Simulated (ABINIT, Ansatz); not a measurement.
**GePbS3 (Pm-3m): zone-centre phonons**

Wanted: the vibrations of GePbS3 (Pm-3m) at Γ, by two programs.

Main program and level: ABINIT 10.8.3; DFT LDA, scalar-relativistic, plane waves, HGH norm-conserving pseudopotentials.

The structure was built from a prototype and need not be the compound's stable phase.

**1. The starting structure**

It takes space group Pm-3m (No. 221, cubic). The conventional cell has a = 4.645 Å, b = 4.645 Å, c = 4.645 Å, α = 90.00°, β = 90.00°, γ = 90.00°. Pb has 12 S at 3.28 Å nearest. Ge has 6 S at 2.32 Å nearest. Nearest to S lie 2 Ge at 2.32 Å and 4 Pb at 3.28 Å. Farther neighbours and most contacts between anions are not listed.

**2. A probe with smearing**

A first run with smearing and empty bands tells whether the crystal has a gap, which decides between fixed occupations and smearing later on.

probe.abi reads:

```
# ground state
tolvrs 1.0d-08
prtden 1
prtwf 1

# basis, mesh and filling
ecut 24.0
ixc 7
ngkpt 4 4 4
nshiftk 1
shiftk 0.0 0.0 0.0
istwfk *1
occopt 7
tsmear 0.005
nband 20
nstep 100
diemac 9.0
prtebands 0
prtgsr 0

# cell and atoms
acell 3*1.0 Angstrom
rprim 
    4.6452 0.0 0.0
    0.0 4.6452 0.0
    0.0 0.0 4.6452
ntypat 3
znucl 82 32 16
natom 5
typat 1 2 3 3 3
xred 
    0.0 0.0 0.0
    0.5 0.5 0.5
    0.5 0.5 0.0
    0.5 0.0 0.5
    0.0 0.5 0.5
pp_dirpath "./pseudo"
pseudos "Pb.hgh, Ge.hgh, S.hgh"
```

The run is started by

```
$ OMP_NUM_THREADS=1 mpirun -n 4 abinit probe.abi > probe.log
```

Numbers of over 12 decimals in the logs are rounded to 6 here.

probe.abo, the main output file:

```text
[banners, grids, parts of the stress and lines that vanish by symmetry left out]
- input  file    -> probe.abi
- output file    -> probe.abo
- root for input  files -> probei
[...]
Symmetries : space group Pm -3 m (#221); Bravais cP (primitive cubic)
[...]
mpw =        3840          nfft =       64000          nkpt =          10
[...]
== DATASET  1 ==================================================================
[...]
cutoff_energies: {ecut:  24.0, pawecutdg:  -1.0, }
[...]
Exchange-correlation functional for the present dataset will be:
  LDA: Perdew-Wang 92 LSD fit to Ceperley-Alder data - ixc=7
[...]
ETOT  1  -38.105014832733    -3.811E+01 2.297E-02 7.326E+02
 ETOT  2  -38.307967330476    -2.030E-01 2.483E-03 1.735E+02
 ETOT  3  -38.379386318811    -7.142E-02 1.084E-03 3.940E+00
 ETOT  4  -38.380114785543    -7.285E-04 4.796E-04 1.788E-01
 ETOT  5  -38.380143196739    -2.841E-05 6.635E-05 5.026E-04
 ETOT  6  -38.380143312287    -1.155E-07 1.584E-04 2.120E-05
 ETOT  7  -38.380143315363    -3.076E-09 4.196E-05 2.871E-08
 ETOT  8  -38.380143315367    -3.730E-12 6.438E-05 4.319E-09
 At SCF step    8       vres2   =  4.32E-09 < tolvrs=  1.00E-08 =>converged.
[...]
sigma(1 1)=  5.82050303E-06  sigma(3 2)=  0.00000000E+00
  sigma(2 2)=  5.82050303E-06  sigma(3 1)=  0.00000000E+00
  sigma(3 3)=  5.82050303E-06  sigma(2 1)=  0.00000000E+00
[...]
convergence: {deltae: -3.730E-12, res2:  4.319E-09, residm:  6.438E-05, diffor: null, }
etotal    :  -3.83801433E+01
[...]
sigma(1 1)=  5.82050303E-06  sigma(3 2)=  0.00000000E+00
  sigma(2 2)=  5.82050303E-06  sigma(3 1)=  0.00000000E+00
  sigma(3 3)=  5.82050303E-06  sigma(2 1)=  0.00000000E+00
[...]
- sigma(1 1)=  1.71245111E-01  sigma(3 2)=  0.00000000E+00
- sigma(2 2)=  1.71245111E-01  sigma(3 1)=  0.00000000E+00
- sigma(3 3)=  1.71245111E-01  sigma(2 1)=  0.00000000E+00
[...]
fcart     -0.0000000000E+00 -0.0000000000E+00 -0.0000000000E+00
           strten      5.8205030289E-06  5.8205030289E-06  5.8205030289E-06
================================================================================

[key lines of the parts left out:]
pressure_GPa:  -1.7125E-01
```

Wall time 7 s (4 MPI ranks of Arm Neoverse V1, shared host); 27 s of CPU time.

Numbers from this step:

```yaml
volume_per_atom: 20.05 Å³
pressure: -0.1712 GPa
gap_on_the_k_mesh: 0 eV
```

No gap opens on this mesh, so smearing is kept; the printed pressure holds the stress of the finite basis too.

**3. Rough relaxation**

The typed start is rough, so a first relaxation with smearing and loose thresholds takes it towards rest cheaply.

prerelax.abi reads:

```
# relaxation
ionmov 2
optcell 2
dilatmx 1.15
chkdilatmx 0
ntime 40
tolmxf 3.0d-04
tolvrs 1.0d-10
prtwf 0
prtden 0
chksymtnons 0

# basis, mesh and filling
ecut 25.0
ecutsm 3.0
ixc 7
ngkpt 4 4 4
nshiftk 1
shiftk 0.0 0.0 0.0
istwfk *1
occopt 7
tsmear 0.005
nband 20
nstep 100
diemac 1000000.0
prtebands 0
prtgsr 0

# cell and atoms
acell 3*1.0 Angstrom
rprim 
    4.6452 0.0 0.0
    0.0 4.6452 0.0
    0.0 0.0 4.6452
ntypat 3
znucl 82 32 16
natom 5
typat 1 2 3 3 3
xred 
    0.0 0.0 0.0
    0.5 0.5 0.5
    0.5 0.5 0.0
    0.5 0.0 0.5
    0.0 0.5 0.5
pp_dirpath "./pseudo"
pseudos "Pb.hgh, Ge.hgh, S.hgh"
```

The run is started by

```
$ OMP_NUM_THREADS=1 mpirun -n 4 abinit prerelax.abi > prerelax.log
```

prerelax.abo, the main output file:

```text
[banners, grids, parts of the stress and lines that vanish by symmetry left out]
- input  file    -> prerelax.abi
- output file    -> prerelax.abo
- root for input  files -> prerelaxi
[...]
Symmetries : space group Pm -3 m (#221); Bravais cP (primitive cubic)
[...]
mpw =        6187          nfft =      110592          nkpt =          10
[...]
== DATASET  1 ==================================================================
[...]
cutoff_energies: {ecut:  25.0, pawecutdg:  -1.0, }
[...]
Exchange-correlation functional for the present dataset will be:
  LDA: Perdew-Wang 92 LSD fit to Ceperley-Alder data - ixc=7
[...]
ETOT  1  -38.104278503429    -3.810E+01 2.774E-02 1.264E+03
 ETOT  2  -38.335577035438    -2.313E-01 7.689E-03 1.808E+02
 ETOT  3  -38.379021363369    -4.344E-02 8.225E-04 7.320E+00
 ETOT  4  -38.379731498706    -7.101E-04 3.321E-04 1.504E-01
[...]
ETOT  7  -38.379779595924    -1.378E-12 6.137E-06 3.084E-11
 At SCF step    7       vres2   =  3.08E-11 < tolvrs=  1.00E-10 =>converged.
[...]
sigma(1 1)= -1.22099586E-07  sigma(3 2)=  0.00000000E+00
  sigma(2 2)= -1.22099586E-07  sigma(3 1)=  0.00000000E+00
  sigma(3 3)= -1.22099586E-07  sigma(2 1)=  0.00000000E+00
[...]
convergence: {deltae: -1.378E-12, res2:  3.084E-11, residm:  6.137E-06, diffor: null, }
etotal    :  -3.83797796E+01
[...]
At Broyd/MD step   3, gradients are converged :
[...]
sigma(1 1)= -1.22099586E-07  sigma(3 2)=  0.00000000E+00
  sigma(2 2)= -1.22099586E-07  sigma(3 1)=  0.00000000E+00
  sigma(3 3)= -1.22099586E-07  sigma(2 1)=  0.00000000E+00
[...]
- sigma(1 1)= -3.59229385E-03  sigma(3 2)=  0.00000000E+00
- sigma(2 2)= -3.59229385E-03  sigma(3 1)=  0.00000000E+00
- sigma(3 3)= -3.59229385E-03  sigma(2 1)=  0.00000000E+00
[...]
fcart     -0.0000000000E+00 -0.0000000000E+00 -0.0000000000E+00
           strten     -1.2209958630E-07 -1.2209958630E-07 -1.2209958630E-07
================================================================================

[key lines of the parts left out:]
pressure_GPa:   3.5923E-03
Total energy (etotal) [Ha]= -3.83797795959244E+01
```

Elapsed: 27 s, on 4 MPI ranks.

The steps of the relaxation:

```
step  energy less that of the first step (eV)  largest force (eV/Å)  volume (Å³)
   1                                   0.0000                0.0000       100.23
   2                                  -0.0003                0.0000       100.37
   3                                  -0.0009                0.0000       100.84
```

```csv
"conventional cell, symmetrised",before,after,change
a (Å),4.645,4.654,+0.2 %
b (Å),4.645,4.654,+0.2 %
c (Å),4.645,4.654,+0.2 %
volume (Å³/atom),20.05,20.17,+0.6 %
```

Numbers from this step:

```yaml
volume_per_atom: 20.17 Å³
pressure: 0.003592 GPa
```

The volume changes by +0.6 % in this run and stands +0.6 % from the first cell.

**4. Relaxation**

The harmonic expansion needs vanishing forces, and a free crystal bears no stress, so cell and atoms are brought to rest. Stress is more sensitive to the basis than forces are: the last 3 Ha under the cutoff are smoothed with ecutsm, and the cutoff is raised above that of the later runs.

relax.abi reads:

```
# relaxation
ionmov 2
optcell 2
dilatmx 1.08
ntime 40
tolmxf 1.0d-05
tolvrs 1.0d-14
prtwf 0
prtden 0
chksymtnons 0

# basis, mesh and filling
ecut 31.0
ecutsm 3.0
ixc 7
ngkpt 6 6 6
nshiftk 1
shiftk 0.0 0.0 0.0
istwfk *1
occopt 3
tsmear 0.01
nband 20
nstep 100
diemac 1000000.0
prtebands 0
prtgsr 0

# cell and atoms
acell 3*1.0 Angstrom
rprim 
    4.654488663 0.0 0.0
    0.0 4.654488663 0.0
    0.0 0.0 4.654488663
ntypat 3
znucl 82 32 16
natom 5
typat 1 2 3 3 3
xred 
    0.0 0.0 0.0
    0.5 0.5 0.5
    0.5 0.5 0.0
    0.5 0.0 0.5
    0.0 0.5 0.5
pp_dirpath "./pseudo"
pseudos "Pb.hgh, Ge.hgh, S.hgh"
```

The run is started by

```
$ OMP_NUM_THREADS=1 mpirun -n 4 abinit relax.abi > relax.log
```

relax.abo, the main output file:

```text
[banners, grids, parts of the stress and lines that vanish by symmetry left out]
- input  file    -> relax.abi
- output file    -> relax.abo
- root for input  files -> relaxi
[...]
Symmetries : space group Pm -3 m (#221); Bravais cP (primitive cubic)
[...]
mpw =        7120          nfft =      110592          nkpt =          20
[...]
== DATASET  1 ==================================================================
[...]
cutoff_energies: {ecut:  31.0, pawecutdg:  -1.0, }
[...]
Exchange-correlation functional for the present dataset will be:
  LDA: Perdew-Wang 92 LSD fit to Ceperley-Alder data - ixc=7
[...]
ETOT  1  -38.119516291550    -3.812E+01 2.906E-02 1.240E+03
 ETOT  2  -38.340698570229    -2.212E-01 7.161E-03 2.040E+02
 ETOT  3  -38.390226703602    -4.953E-02 1.727E-03 7.870E+00
 ETOT  4  -38.391217850662    -9.911E-04 1.745E-03 2.583E-01
 ETOT  5  -38.391266017140    -4.817E-05 2.210E-03 4.122E-03
[...]
At SCF step   11       vres2   =  2.02E-15 < tolvrs=  1.00E-14 =>converged.
[...]
sigma(1 1)= -3.36849151E-05  sigma(3 2)=  0.00000000E+00
  sigma(2 2)= -3.36849151E-05  sigma(3 1)=  0.00000000E+00
  sigma(3 3)= -3.36849151E-05  sigma(2 1)=  0.00000000E+00
[...]
convergence: {deltae:  2.771E-13, res2:  2.020E-15, residm:  2.773E-05, diffor: null, }
etotal    :  -3.83912665E+01
[...]
ETOT  1  -38.391253805757    -3.839E+01 1.612E-05 6.875E-01
[...]
At SCF step    9       vres2   =  2.15E-15 < tolvrs=  1.00E-14 =>converged.
[...]
sigma(1 1)= -2.59030782E-05  sigma(3 2)=  0.00000000E+00
  sigma(2 2)= -2.59030782E-05  sigma(3 1)=  0.00000000E+00
  sigma(3 3)= -2.59030782E-05  sigma(2 1)=  0.00000000E+00
[...]
convergence: {deltae:  3.695E-13, res2:  2.148E-15, residm:  2.600E-06, diffor: null, }
etotal    :  -3.83913280E+01
[...]
ETOT  1  -38.390536325799    -3.839E+01 2.229E-05 8.053E+00
[...]
At SCF step   10       vres2   =  2.87E-16 < tolvrs=  1.00E-14 =>converged.
[...]
sigma(1 1)= -4.78996561E-07  sigma(3 2)=  0.00000000E+00
  sigma(2 2)= -4.78996561E-07  sigma(3 1)=  0.00000000E+00
  sigma(3 3)= -4.78996561E-07  sigma(2 1)=  0.00000000E+00
[...]
convergence: {deltae:  2.181E-12, res2:  2.869E-16, residm:  6.163E-07, diffor: null, }
etotal    :  -3.83914195E+01
[...]
ETOT  1  -38.391419193966    -3.839E+01 6.144E-07 2.802E-03
[...]
ETOT  7  -38.391419498238     0.000E+00 7.708E-07 1.274E-13
 ETOT  8  -38.391419498238    -7.390E-13 3.050E-07 9.048E-16
 At SCF step    8       vres2   =  9.05E-16 < tolvrs=  1.00E-14 =>converged.
[...]
sigma(1 1)= -7.19125048E-09  sigma(3 2)=  0.00000000E+00
  sigma(2 2)= -7.19125048E-09  sigma(3 1)=  0.00000000E+00
  sigma(3 3)= -7.19125048E-09  sigma(2 1)=  0.00000000E+00
[...]
convergence: {deltae: -7.390E-13, res2:  9.048E-16, residm:  3.050E-07, diffor: null, }
etotal    :  -3.83914195E+01
[...]
At Broyd/MD step   4, gradients are converged :
[...]
sigma(1 1)= -7.19125048E-09  sigma(3 2)=  0.00000000E+00
  sigma(2 2)= -7.19125048E-09  sigma(3 1)=  0.00000000E+00
  sigma(3 3)= -7.19125048E-09  sigma(2 1)=  0.00000000E+00
[...]
- sigma(1 1)= -2.11573894E-04  sigma(3 2)=  0.00000000E+00
- sigma(2 2)= -2.11573894E-04  sigma(3 1)=  0.00000000E+00
- sigma(3 3)= -2.11573894E-04  sigma(2 1)=  0.00000000E+00
[...]
fcart     -0.0000000000E+00 -0.0000000000E+00 -0.0000000000E+00
           strten     -7.1912504800E-09 -7.1912504790E-09 -7.1912504811E-09
================================================================================

[key lines of the parts left out:]
pressure_GPa:   2.1157E-04
Total energy (etotal) [Ha]= -3.83914194982383E+01
```

It took 77 s on 4 MPI ranks.

Step by step:

```csv
step,energy less that of the first step (eV),largest force (eV/Å),volume (Å³)
1,0.0000,0.0000,100.84
2,-0.0017,0.0000,101.14
3,-0.0042,0.0000,102.18
4,-0.0042,0.0000,102.20
```

```
conventional cell, symmetrised  before  after  change
                         a (Å)   4.654  4.675  +0.4 %
                         b (Å)   4.654  4.675  +0.4 %
                         c (Å)   4.654  4.675  +0.4 %
              volume (Å³/atom)   20.17  20.44  +1.4 %
```

The relaxed structure:

```xyz
5
Lattice="4.6754 0.0000 0.0000 0.0000 4.6754 0.0000 0.0000 0.0000 4.6754" Properties=species:S:1:pos:R:3 pbc="T T T"
Pb    0.0000    0.0000    0.0000
Ge    2.3377    2.3377    2.3377
S     2.3377    2.3377    0.0000
S     2.3377    0.0000    2.3377
S     0.0000    2.3377    2.3377
```

Numbers from this step:

```yaml
volume_per_atom: 20.44 Å³
pressure: 2.12e-4 GPa
```

The volume changes by +1.4 % in this run and stands +2.0 % from the first cell.

**5. Ground state**

The response is built on these wavefunctions, so the potential is converged far more tightly than an energy would need. Smearing stays on, as the first look found no gap above 0.3 eV.

gs.abi reads:

```
# ground state
tolvrs 1.0d-16
prtden 1
prtwf 1

# basis, mesh and filling
ecut 24.0
ixc 7
ngkpt 6 6 6
nshiftk 1
shiftk 0.0 0.0 0.0
istwfk *1
occopt 3
tsmear 0.01
nband 20
nstep 100
diemac 1000000.0
prtebands 0
prtgsr 0

# cell and atoms
acell 3*1.0 Angstrom
rprim 
    4.675358644 0.0 0.0
    0.0 4.675358644 0.0
    0.0 0.0 4.675358644
ntypat 3
znucl 82 32 16
natom 5
typat 1 2 3 3 3
xred 
    0.0 0.0 0.0
    0.5 0.5 0.5
    0.5 0.5 0.0
    0.5 0.0 0.5
    0.0 0.5 0.5
pp_dirpath "./pseudo"
pseudos "Pb.hgh, Ge.hgh, S.hgh"
```

The run is started by

```
$ OMP_NUM_THREADS=1 mpirun -n 4 abinit gs.abi > gs.log
```

gs.abo, the main output file:

```text
[banners, grids, parts of the stress and lines that vanish by symmetry left out]
- input  file    -> gs.abi
- output file    -> gs.abo
- root for input  files -> gsi
[...]
Symmetries : space group Pm -3 m (#221); Bravais cP (primitive cubic)
[...]
mpw =        3912          nfft =       64000          nkpt =          20
[...]
== DATASET  1 ==================================================================
[...]
cutoff_energies: {ecut:  24.0, pawecutdg:  -1.0, }
[...]
Exchange-correlation functional for the present dataset will be:
  LDA: Perdew-Wang 92 LSD fit to Ceperley-Alder data - ixc=7
[...]
ETOT  1  -38.115314539390    -3.812E+01 3.184E-02 7.208E+02
 ETOT  2  -38.335542037154    -2.202E-01 7.049E-03 1.230E+02
 ETOT  3  -38.387257569523    -5.172E-02 1.302E-03 4.863E+00
 ETOT  4  -38.388289553060    -1.032E-03 5.665E-04 1.919E-01
 ETOT  5  -38.388349917803    -6.036E-05 1.878E-04 2.797E-03
[...]
ETOT 11  -38.388350482654     1.513E-12 8.805E-05 1.003E-15
 ETOT 12  -38.388350482657    -2.643E-12 2.361E-05 9.169E-18
 At SCF step   12       vres2   =  9.17E-18 < tolvrs=  1.00E-16 =>converged.
[...]
sigma(1 1)=  1.96753230E-05  sigma(3 2)=  0.00000000E+00
  sigma(2 2)=  1.96753230E-05  sigma(3 1)=  0.00000000E+00
  sigma(3 3)=  1.96753230E-05  sigma(2 1)=  0.00000000E+00
[...]
convergence: {deltae: -2.643E-12, res2:  9.169E-18, residm:  2.361E-05, diffor: null, }
etotal    :  -3.83883505E+01
[...]
sigma(1 1)=  1.96753230E-05  sigma(3 2)=  0.00000000E+00
  sigma(2 2)=  1.96753230E-05  sigma(3 1)=  0.00000000E+00
  sigma(3 3)=  1.96753230E-05  sigma(2 1)=  0.00000000E+00
[...]
- sigma(1 1)=  5.78867987E-01  sigma(3 2)=  0.00000000E+00
- sigma(2 2)=  5.78867987E-01  sigma(3 1)=  0.00000000E+00
- sigma(3 3)=  5.78867987E-01  sigma(2 1)=  0.00000000E+00
[...]
fcart     -0.0000000000E+00 -0.0000000000E+00 -0.0000000000E+00
           strten      1.9675322967E-05  1.9675322967E-05  1.9675322967E-05
================================================================================

[key lines of the parts left out:]
pressure_GPa:  -5.7887E-01
```

Elapsed: 15 s, on 4 MPI ranks; 61 s of CPU time.

This step gave:

```
pressure : -0.5789 GPa
```

The cell stands at -0.58 GPa: the relaxation ran with a smoothed and higher cutoff, and the difference is a stress of the finite basis.

(Continued in part 2 of 4.)

[Host names and launcher messages were left out of these logs when they were recorded.]

[Logs are printed without paths, hosts, clocks, repeated set-up lines and the standing remarks that a program may print on its own settings, such as how far it seeks lower states.]

[Hosts, paths, dates, database ids (printed as entryN), source tags and the programs' standing remarks are cut or masked in the printed files.]
